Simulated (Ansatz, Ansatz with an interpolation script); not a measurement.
# From a coarse GW mesh to bands everywhere: AlH3 (R-3c), part 2 of 2

Wanted: quasiparticle gap and band widths of AlH3 (R-3c) over the whole zone.

Ansatz 0.2.0; LDA, Wannier functions and G0W0, plane waves, PAW. Known limits of the many-body steps: not at the basis limit.

So far. Step 2 (LDA bands): The gap is indirect, with the least direct gap 0.07 eV higher. Step 3 (Wannier functions (Al:3s Al:3p H:1s) on 8×8×8): Near the gap the model misses directly solved bands by 10.5 meV r.m.s. and by 84 meV at most in the window tested. This tests the starting bands, not the corrections carried with them.

## 4. G0W0 at every point of the mesh: 4×4×4 mesh, 281 empty bands, screening to 150 eV, PAW set soft_1 files

Now the one-shot GW correction: screening in the RPA, then the self-energy of the levels asked for.

This step: G0W0 on LDA, plane waves, PAW; PAW set soft_1.

Input file input.yaml:

```yaml
crystal:
  lattice:
    - [2.22465, 1.2844022764, 3.9345666667]
    - [-2.22465, 1.2844022764, 3.9345666667]
    - [0.0, -2.5688045527, 3.9345666667]
  atoms:
    - { symbol: Al, position: [0.0, 0.0, 0.0] }
    - { symbol: Al, position: [0.5, 0.5, 0.5] }
    - { symbol: H, position: [0.878, 0.622, 0.25] }
    - { symbol: H, position: [0.25, 0.878, 0.622] }
    - { symbol: H, position: [0.622, 0.25, 0.878] }
    - { symbol: H, position: [0.122, 0.378, 0.75] }
    - { symbol: H, position: [0.75, 0.122, 0.378] }
    - { symbol: H, position: [0.378, 0.75, 0.122] }
kpoints:
  mp_grid: { grid: [4, 4, 4] }
hamiltonian:
  xc: lda
  pseudopotentials: { kind: paw, azcp: { folder: soft_1 }, xc_functional: pbe }
scf:
  occupations: { method: fixed }
gw:
  n_empty_bands: 281
  ecut_chi: 150.0
  qp_bands: [v6, c2]
  screening: { model: contour_deformation }
```

Run with:

```
$ ansatz run input.yaml --threads 3 --pin off --max-ram 92160MiB --backend cuda --events-out ev --progress --plain --runs-dir out --devices 1 --max-vram 13GiB
```

Numbers of over 12 decimals in the logs are rounded to 6 here.

The log of the run:

```text
GPUs: using 1 of 1 available (devices: 1).
[...]
GPU FFT provider: cuFFT
GPU libraries: cuBLAS 13.8.2, cuFFT 12.4.0, cuSOLVER 12.3.4
Crystal: 8 atoms, lattice volume = 67.454 Å³
Basis set: ecut = 420 eV, 1309 PW (Γ)
Bands: 14, of which v1, the nominal top of the filled ones, is band 6 counted from 1 (5 counted from 0)
Symmetry: 12 space group operations
[...]
k-points: 13 of 64
[...]
GPU buffer pool allocated for 32768 grid points (all kernels)
[...]
SCF iter   1: F=—  HF=-1120.960615 eV  |F-HF|=—  |Δ(HF+E_count)|=         —  Δρ=8.33e-2  dr2=3.53e0  ethr=3.10e-3  ⟨swp⟩=4.2  Hψ=925  notcnv=0  defer=48
[...]
SCF iter   6: F=-1119.639156 eV  HF=-1119.639156 eV  |F-HF|=2.34e-11  |Δ(HF+E_count)|=   4.34e-8  Δρ=1.05e-6  dr2=3.23e-10  ethr=8.33e-10  ⟨swp⟩=7.3  Hψ=1064  notcnv=0
SCF 1 converged in 6 iterations: F = -1119.639156 eV  dr2 = 3.23e-10
[...]
G₀W₀ screening: q 1/13
[... further progress lines ...]
[...]
SCF converged after 6 iterations
Free energy (F): -1119.639156 eV
[...]
Internal energy: -1119.639156 eV  (E = F + TS)
E sigma→0 (E₀):  -1119.639156 eV
Fermi energy:    1.027555 eV
[...]
--- Band table (eV; the first three rows and the last of 13) ---
  k-point 0: bands = [... 2 lower, -0.7511, -0.7511, 0.9787, 0.9787, 2.9929, 6.6445, 6.7271, 6.7271, ... 4 higher]
  k-point 1: bands = [... 2 lower, -1.1533, -0.8407, 0.2879, 0.5399, 4.0556, 5.8211, 6.7063, 7.2138, ... 4 higher]
  k-point 2: bands = [... 2 lower, -0.6983, -0.6983, -0.3600, -0.3600, 4.7103, 4.7103, 8.4453, 8.4453, ... 4 higher]
  k-point 12: bands = [... 2 lower, -0.2403, -0.2403, -0.2403, -0.2403, 5.5830, 5.5830, 9.1963, 9.1963, ... 4 higher]
--- G₀W₀: contour deformation, 6 samples at zero and on the imaginary axis and 2 off it, 64 q-points, 281 empty bands' worth ---
  eigenvalues of the whole cell's RPA ε∞ on this k-mesh (on a slab, of 1 + 4πα/V) = 4.4940, 4.4940, 4.7435; static W/v taken at q = 0 is 0.218670
  bands read: the sum over 287 bands ends inside a degenerate multiplet in 4 slots, whose members it reads at an even weight; the widest, k=12: bands 285 to 288 (counted from 1) at 3/4 each
    ik  band        ε_KS         Σx   Σc(E_QP)       V_xc       Z   E_QP_lin       E_QP  E_QP is
     0     1     -7.7966   -17.8202     5.6877   -11.1148  0.6509    -8.8187    -8.8142  root
     0     2     -1.4041   -16.3783     2.9245   -12.1304  0.7434    -2.7623    -2.7275  root
     0     3     -0.7511   -16.4246     2.7070   -12.3909  0.7515    -2.1070    -2.0777  root
     0     4     -0.7511   -16.4246     2.7070   -12.3909  0.7515    -2.1070    -2.0777  root
     0     5      0.9787   -15.3504     2.1345   -11.8706  0.7693    -0.3910    -0.3666  root
     0     6      0.9787   -15.3504     2.1345   -11.8706  0.7693    -0.3910    -0.3666  root
     0     7      2.9929    -8.2904    -3.6438   -12.8835  0.7980     3.9499     3.9422  root
     0     8      6.6445    -3.6384    -4.2171    -8.5203  0.8064     7.3147     7.3094  root
     1     1     -7.1854   -17.6363     5.3995   -11.1936  0.6544    -8.2435    -8.2285  root
     1     2     -2.7803   -16.4338     3.3450   -11.9190  0.7192    -3.9877    -3.9501  root
     1     3     -1.1533   -16.1668     2.8107   -12.0469  0.7478    -2.4963    -2.4625  root
     1     4     -0.8407   -16.1962     2.7270   -12.1522  0.7497    -2.1871    -2.1576  root
     1     5      0.2879   -15.4807     2.3035   -11.8724  0.7633    -1.0429    -1.0170  root
     1     6      0.5399   -15.5343     2.2257   -11.9953  0.7659    -0.7982    -0.7735  root
[...]
12     4     -0.2403   -15.8487     2.4855   -12.0642  0.7576    -1.5667    -1.5394  root
    12     5     -0.2403   -15.8487     2.4855   -12.0642  0.7576    -1.5667    -1.5394  root
    12     6     -0.2403   -15.8487     2.4855   -12.0642  0.7576    -1.5667    -1.5394  root
    12     7      5.5830    -6.0600    -4.1346   -11.0548  0.7986     6.4516     6.4432  root
    12     8      5.5830    -6.0600    -4.1346   -11.0548  0.7986     6.4516     6.4432  root
```

Elapsed: 11 s, on 1 × NVIDIA H100 80GB HBM3 (shared by 6 runs) with 3 threads of AMD EPYC 7R13 (Zen 3), shared host; peak memory 1.1 GiB; 15 s of CPU time.

Numbers from this step:

```
bands summed                                 : 287
RPA ε∞ on this mesh (eigenvalues)            : 4.494, 4.494, 4.744
plane waves in the screening matrix          : 295
q-points in the mesh                         : 64
G0W0 gap on the mesh                         : 4.217 eV
k of the valence top                         : 0, -0.5, -0.5
k of the conduction bottom                   : 0, 0, 0
starting gap on the mesh                     : 1.965 eV
Z at the valence top                         : 0.7728
Z at the conduction bottom                   : 0.7980
least direct G0W0 gap on the computed points : 4.309 eV
```

The gap on the mesh goes from 1.97 eV to 4.22 eV, a correction of +2.25 eV, though a band edge has moved to another state.

## 5. Interpolating the corrections

A script adds the corrections, carried to the Wannier functions and back, to the LDA levels, along the path and on a 13×13×13 mesh.

| Quantity | Value |
| --- | --- |
| G0W0 gap over the zone | 4.19 eV |
| conduction bottom at | Γ |
| starting gap over the zone | 1.936 eV |
| least direct G0W0 gap | 4.309 eV |
| G0W0 gap on the mesh | 4.217 eV |
| valence width, start | 8.864 eV |
| valence width, G0W0 | 8.576 eV |
| gap by a rigid shift | 4.188 eV |

Levels solved directly plus the interpolated quasiparticle correction. Limits: finite bands, cutoff and mesh. The quasiparticle bands at the labelled points (eV, zero at the valence-band top of each set; v1 is the highest filled band, c1 the lowest empty one):

```tsv
point	v4	v3	v2	v1	c1
Γ	-1.83	-1.83	-0.12	-0.12	4.19
halfway	-1.73	-1.73	-0.55	-0.55	5.72
T	-1.30	-1.30	-1.30	-1.30	6.69
halfway	-2.88	-2.88	-0.60	-0.60	7.41
H2	-3.96	-3.96	-0.71	-0.71	7.64
jump to H0	-3.96	-3.96	-0.71	-0.71	7.64
halfway	-2.87	-2.87	-1.10	-1.10	7.14
L	-1.77	-1.77	-1.39	-1.39	5.75
halfway	-2.22	-1.91	-0.77	-0.53	5.15
Γ	-1.83	-1.83	-0.12	-0.12	4.19
halfway	-2.91	-1.60	-1.25	-0.68	5.58
S0	-4.16	-2.84	-2.12	-0.15	7.96
jump to S2	-4.16	-2.84	-2.12	-0.15	7.96
halfway	-4.26	-3.13	-2.60	0.00	7.25
F	-3.51	-3.22	-3.11	-0.03	7.27
halfway	-2.66	-2.60	-1.92	-0.03	6.24
Γ	-1.83	-1.83	-0.12	-0.12	4.19
```

The same for LDA:

```tsv
point	v4	v3	v2	v1	c1
Γ	-1.80	-1.80	-0.07	-0.07	1.95
T	-1.28	-1.28	-1.28	-1.28	4.54
H2	-4.04	-4.04	-0.72	-0.72	5.64
H0	-4.04	-4.04	-0.72	-0.72	5.64
L	-1.74	-1.74	-1.40	-1.40	3.67
Γ	-1.80	-1.80	-0.07	-0.07	1.95
S0	-4.28	-2.85	-2.17	-0.11	5.88
S2	-4.28	-2.85	-2.17	-0.11	5.88
F	-3.75	-3.24	-3.10	-0.07	5.29
Γ	-1.80	-1.80	-0.07	-0.07	1.95
```

The first set of quasiparticle bands as a text plot (rows in eV, shown from -8.0 to 8.0 only; labels by their first letter):

```
    7.6 |            +++++++                      +++
    7.0 |        ++++       +                    +   +++++++
    6.3 |     +++            ++               +++           +
    5.6 |   ++                 +++++         +               +
    5.0 |  +                        ++     ++                 +
    4.3 |++                           +++++                    ++
    3.6 |
    3.0 |
    2.3 |
    1.6 |
    1.0 |
    0.3 |                                            *
   -0.4 |*****      ****            **********   **** ***********
   -1.0 |     ******    ******* *****       *****            **
   -1.7 |******** *            ********************         *   *
   -2.3 |*         **        **   ***********    ****      ******
   -3.0 | **         *     **        *     ****    ************
   -3.7 |   *         *****         *        * ****   *****
   -4.3 |    *                     *          *    ******
   -5.0 |     *                  **            *** **
   -5.7 |      *     ********   *                 **
   -6.3 |       *****        ***                 *  *****
   -7.0 |      **               **             **        **
   -7.7 |     *                   ***        **            **
         Γ       T     H|H     L        Γ         S|S  F        Γ
```

Minima of the lowest conduction band, from levels solved directly at the displaced points, plus the interpolated correction; masses are left empty at degenerate points, on flat bands and where the interpolated correction rules the curvature; G0W0 masses are rough. Conduction valleys, by row:

```tsv
point	k (reciprocal lattice)	valleys in the zone	G0W0 level above the valence top (eV)	LDA level above the valence top (eV)	G0W0 principal masses (m_e)	LDA principal masses (m_e)
Γ	0.000 0.000 0.000	1	4.19	1.936	0.238 0.552 0.553	0.207 0.366 0.366
```

Second differences of levels solved directly at the displaced points, plus the interpolated correction, at the quasiparticle band edges; no spin-orbit coupling; left empty where the band is flat or the interpolated correction rules the curvature. Effective masses, by row:

```tsv
carrier	point	Cartesian direction	band	LDA mass (m_e)	G0W0 mass (m_e)
hole	0.299 0.299 0.077	010	6	1.532	1.702
hole	0.299 0.299 0.077	001	6	2.056	1.765
hole	0.299 0.299 0.077	111	6	11.18	12.12
electron	Γ	001	7	0.207	0.237
```

Corrections by starting level (eV, on the run's own energy scale, so only their differences matter):

```tsv
start	correction
-8.82	−1.02
-6.74	−1.10
-5.67	−1.10
-4.61	−1.18
-3.47	−1.24
-3.09	−1.29
-2.18	−1.31
-1.78	−1.33
-1.39	−1.28
-1.03	−1.30
-0.49	−1.31
-0.05	−1.34
0.00	−1.30
1.97	+0.95
3.68	+0.80
4.78	+0.68
5.62	+0.66
7.33	+0.69
```

## 6. What came out

```
LDA gap                             : 1.94 eV
G0W0 gap over the zone              : 4.19 eV, indirect
least direct G0W0 gap, in the model : 4.31 eV
GW settings                         : 4×4×4 mesh, 281 empty bands, screening to 150 eV, PAW set soft_1 files
known limits                        : not at the basis limit
```

The Wannier model follows the LDA bands to 10 meV r.m.s. near the gap, and misses by up to 84 meV in the window tested, so levels away from the edges are rougher. The G0W0 gap over the zone is 4.19 eV, indirect, from k = (0.299, 0.299, 0.077) to Γ; on the mesh alone it is 4.22 eV, and a rigid shift of the LDA bands would give 4.19 eV. The valence width in the model goes from 8.86 eV to 8.58 eV. At the band edge the lightest electron mass is 0.21 m_e at the start and 0.24 m_e in G0W0; the G0W0 masses rest on corrections from the 4×4×4 mesh alone and are rough. Bands and cutoff are finite, so the gap is not at the basis limit. The miss can reach some tenths of an eV and take either sign; the mesh is an error of its own. Above the frozen window of the model the interpolated levels need not meet the computed ones, even at points of the mesh.

[Paths, hosts, dates, memory and timing lines, banners, echoed tables and standing remarks are left out of the program output.]

[Logs are printed without paths, hosts, clocks, repeated set-up lines and the standing remarks that a program may print on its own settings, such as how far it seeks lower states.]

[Runs of the session that timed out or met a known fault of the program may be left out.]

[Hosts, paths, dates, database ids (printed as entryN), source tags and the programs' standing remarks are cut or masked in the printed files.]
